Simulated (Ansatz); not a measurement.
# Σ5 (310) boundary in bcc Mo, starting shift (0.5, 0.5): structure and resistance, part 2 of 3

Wanted: what the Σ5 (310) boundary in bcc Mo, starting shift (0.5, 0.5) costs an interconnect.

Ansatz 0.2.0; Ansatz plane-wave DFT, PBE, PAW files; relaxation of a bicrystal slab with its lowest layers held; PAW set soft_1 (the session's first sound run).

So far. Step 2 (Relaxing the bicrystal): The largest force component on a free atom ends at 0.027 eV/Å, under the tolerance of 0.03, after 10 steps.

### 3. Transmission across the boundary

Bulk layers of each grain are laid under and over the relaxed boundary, and a lead is named in the middle of each, away from the free faces. The mesh across the current, 20×20, is finer than the density's, because channels open and close sharply across the zone. Energies from -0.1 to 0.1 eV in steps of 0.05 eV are too few for the program's thermal sum, so it prints no conductance; for a metal the transmission near the Fermi level serves, at a fraction of the cost.

This step: Ansatz plane-wave DFT, PBE, PAW files; ballistic transport by layer matching (Landauer), zero bias; boundary relaxed in a short slab, bulk layers laid on; PAW set soft_1 (Ansatz 0.2.0).

System of this step: Σ5 (310) boundary in bcc Mo, starting shift (0.5, 0.5). The cell holds 43 atoms: 43 Mo. Cell: a = 5.219 Å, b = 3.147 Å, c = 50.136 Å, α = 90.0°, β = 90.0°, γ = 72.5°. It derives from Mo. Regions: lower grain, 18 atoms (18 Mo); boundary, 11 atoms (11 Mo); upper grain, 14 atoms (14 Mo). Vacuum lies along c.

File input.yaml:

```yaml
crystal:
  lattice:
    - [5.2187091076, 0.0, 0.0]
    - [0.9488562014, 3.0005467684, 0.0]
    - [0.0, 0.0, 50.1362717099]
  atoms:
    - { symbol: Mo, position: [-9.2000000002, -6.8999999999, 0.0797825579] }
    - { symbol: Mo, position: [-8.8000000002, -6.5999999999, 0.0996318356] }
    - { symbol: Mo, position: [-8.4000000001, -6.2999999999, 0.1194811133] }
    - { symbol: Mo, position: [-8.0000000001, -5.9999999999, 0.139330391] }
    - { symbol: Mo, position: [-7.6000000001, -5.6999999999, 0.1591796687] }
    - { symbol: Mo, position: [-7.2000000001, -5.3999999999, 0.1790289464] }
    - { symbol: Mo, position: [-6.8000000001, -5.0999999999, 0.1988782241] }
    - { symbol: Mo, position: [-6.4000000001, -4.7999999999, 0.2187275017] }
    - { symbol: Mo, position: [-6.0000000001, -4.4999999999, 0.2385767794] }
    - { symbol: Mo, position: [-5.6000000001, -4.1999999999, 0.2584260571] }
    - { symbol: Mo, position: [-5.2000000001, -3.8999999999, 0.2782753348] }
    - { symbol: Mo, position: [-4.8000000001, -3.6, 0.2981246125] }
    - { symbol: Mo, position: [-4.4000000001, -3.3, 0.3179738902] }
    - { symbol: Mo, position: [-4.0, -3.0, 0.3378231679] }
    - { symbol: Mo, position: [-3.6, -2.7, 0.3576724456] }
    - { symbol: Mo, position: [-3.2, -2.4, 0.3775217233] }
    - { symbol: Mo, position: [-2.8, -2.1, 0.397371001] }
    - { symbol: Mo, position: [-2.4, -1.8, 0.4172202787] }
    - { symbol: Mo, position: [1.0, 0.5, 0.4370695564] }
    - { symbol: Mo, position: [0.4013958293, 0.7986766873, 0.4569124319] }
    - { symbol: Mo, position: [0.8020419239, 0.0975058755, 0.4772723729] }
    - { symbol: Mo, position: [0.1967472376, 0.4053407045, 0.4968004047] }
    - { symbol: Mo, position: [0.5994034375, 0.6703936253, 0.5158578351] }
    - { symbol: Mo, position: [0.0164008181, 0.1002582792, 0.5398872386] }
    - { symbol: Mo, position: [0.6038382112, 0.934885714, 0.5639534888] }
    - { symbol: Mo, position: [0.2020413435, 0.6061964669, 0.5823951434] }
    - { symbol: Mo, position: [0.8071545058, 0.3074147999, 0.6024914843] }
    - { symbol: Mo, position: [0.4042109277, 0.0075893746, 0.6227220026] }
    - { symbol: Mo, position: [0.007125064, 0.7048251053, 0.6423275544] }
    - { symbol: Mo, position: [-2.392874936, -1.5951748947, 0.6621768321] }
    - { symbol: Mo, position: [-2.792874936, -1.8951748947, 0.6820261098] }
    - { symbol: Mo, position: [-3.192874936, -2.1951748947, 0.7018753875] }
    - { symbol: Mo, position: [-3.592874936, -2.4951748947, 0.7217246652] }
    - { symbol: Mo, position: [-3.992874936, -2.7951748947, 0.7415739429] }
    - { symbol: Mo, position: [-4.3928749361, -3.0951748947, 0.7614232206] }
    - { symbol: Mo, position: [-4.7928749361, -3.3951748947, 0.7812724983] }
    - { symbol: Mo, position: [-5.1928749361, -3.6951748947, 0.8011217759] }
    - { symbol: Mo, position: [-5.5928749361, -3.9951748947, 0.8209710536] }
    - { symbol: Mo, position: [-5.9928749361, -4.2951748947, 0.8408203313] }
    - { symbol: Mo, position: [-6.3928749361, -4.5951748947, 0.860669609] }
    - { symbol: Mo, position: [-6.7928749361, -4.8951748947, 0.8805188867] }
    - { symbol: Mo, position: [-7.1928749361, -5.1951748947, 0.9003681644] }
    - { symbol: Mo, position: [-7.5928749361, -5.4951748947, 0.9202174421] }
kpoints:
  mp_grid: { grid: [8, 8, 1] }
hamiltonian:
  xc: pbe
  pseudopotentials: { kind: paw, azcp: { folder: soft_1 } }
scf:
  occupations: { method: fermi_dirac, width: 0.1 }
output:
  transmission:
    leads: [[10, 11], [34, 35]]
    kmesh: [20, 20]
    e_range: [-0.1, 0.1]
    de: 0.05
  write_potential: true
  write_density: true
  volumetric_format: npy
  elf: true
```

Command:

```sh
> ansatz run input.yaml --threads 4 --pin off --max-ram 15360MiB --backend cpu --events-out ev --progress --plain --runs-dir out
```

Numbers of over 12 decimals in the logs are rounded to 6 here.

What it wrote:

```text
[...]
Crystal: 43 atoms, lattice volume = 785.083 Å³
Basis set: ecut = 420 eV, 15447 PW (Γ)
Bands: 362, of which v1, the nominal top of the filled ones, is band 301 counted from 1 (300 counted from 0)
Symmetry: 1 space group operations
[...]
k-points: 34 of 64 (time reversal used)
[...]
SCF iter   1: F=—  HF=-213133.536921 eV  |F-HF|=—  |Δ(HF+E_count)|=         —  Δρ=1.00e-1  dr2=5.84e2  ethr=3.10e-3  ⟨swp⟩=6.0  Hψ=43005  notcnv=0
[...]
SCF iter  12: F=-213102.525874 eV  HF=-213102.525874 eV  |F-HF|=1.43e-8  |Δ(HF+E_count)|=   1.36e-7  Δρ=1.60e-6  dr2=5.43e-8  ethr=1.66e-11  ⟨swp⟩=14.0  Hψ=39622  notcnv=0
SCF 1 converged in 12 iterations: F = -213102.525874 eV  dr2 = 5.43e-8
[...]
transmission: 1274 of 12726 steps passed
transmission: 2546 of 12726 steps passed
[...]
transmission: 12726 of 12726 steps passed
WARN: The output density's exchange-correlation potential varies sharply where the density is thin. Do not read a vacuum level from v_tot or v_xc, or from such a field of the output density. On a cell that repeats whose density bears no net charge and no dipole along the vacuum's axis use v_es (v_loc + v_h of the components); under efield.dipole_correction with no amplitude use v_es + v_field, which holds any externa [...]
SCF converged after 12 iterations
Free energy (F): -213102.525874 eV
[...]
Internal energy: -213101.428609 eV  (E = F + TS)
E sigma→0 (E₀):  -213101.977242 eV
Entropy (-TS):   -1.097264 eV (-25.518 meV/atom)
Fermi energy:    17.502947 eV
[...]
--- Band table (eV; the first three rows and the last of 34) ---
  k-point 0: bands = [... 297 lower, 17.2538, 17.3089, 17.3488, 17.3740, 17.4141, 17.4370, 17.4802, 17.4845, ... 57 higher]
  k-point 1: bands = [... 297 lower, 16.9990, 17.1033, 17.1500, 17.2453, 17.3316, 17.3503, 17.4246, 17.4807, ... 57 higher]
  k-point 2: bands = [... 297 lower, 16.6430, 16.7337, 16.8406, 16.8547, 17.2870, 17.4115, 17.5710, 17.6338, ... 57 higher]
  k-point 33: bands = [... 297 lower, 17.7232, 17.7361, 17.7758, 17.8821, 17.9661, 18.0003, 18.0333, 18.0628, ... 57 higher]
--- Transmission ---
  basis      : 141 plane waves across, 63 finite elements along
  points     : 202, standing for a mesh of 20 x 20
  energies   : 5 from -0.100000 to 0.100000 eV about the Fermi level, 0.050000 eV apart; the leads are filled to 0.000000 eV, and channels, transmission and decay are at 0.000000 eV
  crystal 0  : Mo2, at the sites [10, 11], period 1.9903 Å, over 19.90 Å; its Hamiltonian steps by up to 8.7 meV
    offset         : up to 0.0000 Å between an atom of the period and one for which it stands
    channels       : 2.485000e0 a spin
    conductance    : none, the energies end too early or step too widely for 300 K: set another output.transmission.e_range or a lower de, or, where they end at an eighth of basis.ecutwfc, a higher one
    slowest decay  : 0.0229 /Å at (-0.1500, 0.3000)
[...]
channels       : 2.485000e0 a spin
[...]
slowest decay  : 0.0244 /Å at (0.4500, 0.3000)
  junction   : crystal 0 to crystal 1, 13.45 to 37.68 Å
    transmission   : 1.373936e0 a spin
[...]
```

Run time: 22 min. Hardware: 4 threads of Arm Neoverse V2, shared host; peak memory 12 GiB; 83 min of CPU time.

This step gave:

| Property | Result |
| --- | --- |
| free energy | -213102.5259 eV |
| energy at zero smearing | -213101.9772 eV |
| Fermi energy | 17.50 eV |
| cell area | 15.66 Å² |
| transmission per spin nearest the Fermi level | 1.374 |
| open channels per spin nearest the Fermi level | 2.485 |
| open channels per spin, upper lead | 2.485 |
| step of the lead's potential | 8.7 meV |
| step of the upper lead's potential | 10.6 meV |

Per spin. The transmission, zone mean by energy, zero at the Fermi level:

```csv
energy (eV),"transmission, zone mean"
-0.1000,1.35
-0.0500,1.35
0.0000,1.37
0.0500,1.39
0.1000,1.43
```

Per spin. Open channels, zone mean against energy, zero at the Fermi level:

| energy (eV) | lead | upper lead |
| --- | --- | --- |
| -0.1000 | 2.52 | 2.52 |
| -0.0500 | 2.50 | 2.50 |
| 0.0000 | 2.48 | 2.48 |
| 0.0500 | 2.58 | 2.57 |
| 0.1000 | 2.67 | 2.69 |

Transmission over k1 and k2. At 0.0000 eV from the Fermi level.

Ten even steps from '0' (0.00) to '9' (3.62):
```
14444444413344445432
22212222213322232331
01222210001234432200
11020110002455542000
11001110022222222001
10002111222222223211
33332233233333423322
67677557766466876577
77887577777777775788
99876677777777766789
78875777777777757887
67756786646677557767
32233243333323322333
11123222222221112000
11002222222200111001
10002455542000110201
00022344321000122221
21332322233122222122
12345444433144444444
13455555431345555543
```
Columns: k1 (b1) from -0.5 to 0.45; rows upwards: k2 (b2) from -0.5 to 0.45.

Open channels over k1 and k2. At 0.0000 eV from the Fermi level.

Ten even steps from '_' (0.00) to '@' (7.00):
```
::======++++======::====================
::::::......::::::::====::::..::::====::
__............______....::::::::....____
..............______..::::::::::..______
................__................__....
..............::::..............::::....
::::::::::::::::::==::::::::==::::::::::
++++++####++++####++++++++++####++++####
%%%%%%####++####################++####%%
%%@@%%##########%%##%%##%%##########%%@@
%%%%####++####################++####%%%%
++####++++####++++++++++####++++####++++
::::::::::::==::::::::==::::::::::::::::
......::::..............::::............
......__................__..............
..______..::::::::::..______............
______....::::::::....______............
::::====::::..::::====::::::::......::::
::====================::======++++======
::======++==++======::======++==++======
```
Columns: k1 (b1) from -0.5 to 0.45; rows upwards: k2 (b2) from -0.5 to 0.45.

ELF in the cb plane at fractional x = 0.197, with atoms of Mo within 0.2 Å of it. It is the smooth field of the valence electrons, not physical close to the nuclei.

Ten even steps from '0' (0.00) to '9' (0.69), each cell a mean:
```
88635544333433333443444443688635432221100000
22344334455359995355433334322355332111000000
44553233465389797255344235544564343210000000
33553233455379896355333235433564333110000000
33344334444458874455433344333345332111000000
99734543333432234433344544899734432221100000
78943643432455456422335634988943554332110000
89944643432454345422335644999943543332110000
```
Columns run along c (16.0 Å, from fractional 0.68 to 1.00 of the cell), rows up along b (3.1 Å). Atoms in or near the plane, at fractional coordinates: Mo at (0.68, 0.10), Mo at (0.78, 0.60), Mo at (0.88, 0.10).

Electrostatic potential energy in the cb plane at fractional x = 0.197, with atoms of Mo within 0.2 Å of it. With pseudopotentials it is smooth inside the atoms' cores, unlike the true potential.

Ten even steps from '0' (-53 eV) to '9' (21 eV), each cell a mean:
```
33589998889987678998889998533589999999999999
78899888999862136899988899877899989999999999
99999888999840004899877789999999888999999999
99999888999840004899887789999999888999999999
67899988999874247999988899867899999999999999
12589998888998789998889997412489999999999999
00269998778999999988889996100269999999999999
00279998778999999988889996200279999999999999
```
Columns run along c (16.0 Å, from fractional 0.68 to 1.00 of the cell; values clipped at the 3rd and 97th percentile), rows up along b (3.1 Å). Atoms in or near the plane, at fractional coordinates: Mo at (0.68, 0.10), Mo at (0.78, 0.60), Mo at (0.88, 0.10).

Valence density in the cb plane at fractional x = 0.197, with atoms of Mo within 0.2 Å of it. It is the smooth field of the valence electrons, not physical close to the nuclei.

Ten even steps from '0' (0.0 e/Å³) to '9' (6.9 e/Å³), each cell a mean:
```
43100000000001100000000000243200000000000000
00000000000014541000000000000000000000000000
00000000000038972000001000000000000000000000
00000000000027972000001000000000000000000000
11000000000013431000000000011000000000000000
55200000000000000000000000255200000000000000
99510000110000000000000001599510000000000000
98410000000000000000000001599510000000000000
```
Columns run along c (16.0 Å, from fractional 0.68 to 1.00 of the cell), rows up along b (3.1 Å). Atoms in or near the plane, at fractional coordinates: Mo at (0.68, 0.10), Mo at (0.78, 0.60), Mo at (0.88, 0.10).

Over the solved energies the transmission per spin lies between 1.35 and 1.43, out of 2.55 channels of the lead on average (up to 2.67).

### 4. Specific resistance

This step: Ansatz plane-wave DFT, PBE, PAW files; ballistic transport by layer matching (Landauer), zero bias; specific resistance of the boundary; PAW set soft_1 (Ansatz 0.2.0).

This step gave:

- area resistance: 0.6719 fΩ m²
- T over the leads' mean channel count: 0.5409

Averaged over the energies near the Fermi level, 54.1 % of the channels pass, which makes 0.672 fΩ m².

By hand, with T and the leads' channels N averaged over the energies near the Fermi level: RA = A (h/2e²)(1/T − ½[1/N₁ + 1/N₂]) = 15.66×10⁻²⁰ m² × 12 906 Ω × (1/1.381 − ½[1/2.553 + 1/2.554]) = 0.672 fΩ m².

(Continued in part 3 of 3.)

[Logs are printed without paths, hosts, clocks, repeated set-up lines and the standing remarks that a program may print on its own settings, such as how far it seeks lower states.]

[Hosts, paths, dates, database ids (printed as entryN), source tags and the programs' standing remarks are cut or masked in the printed files.]
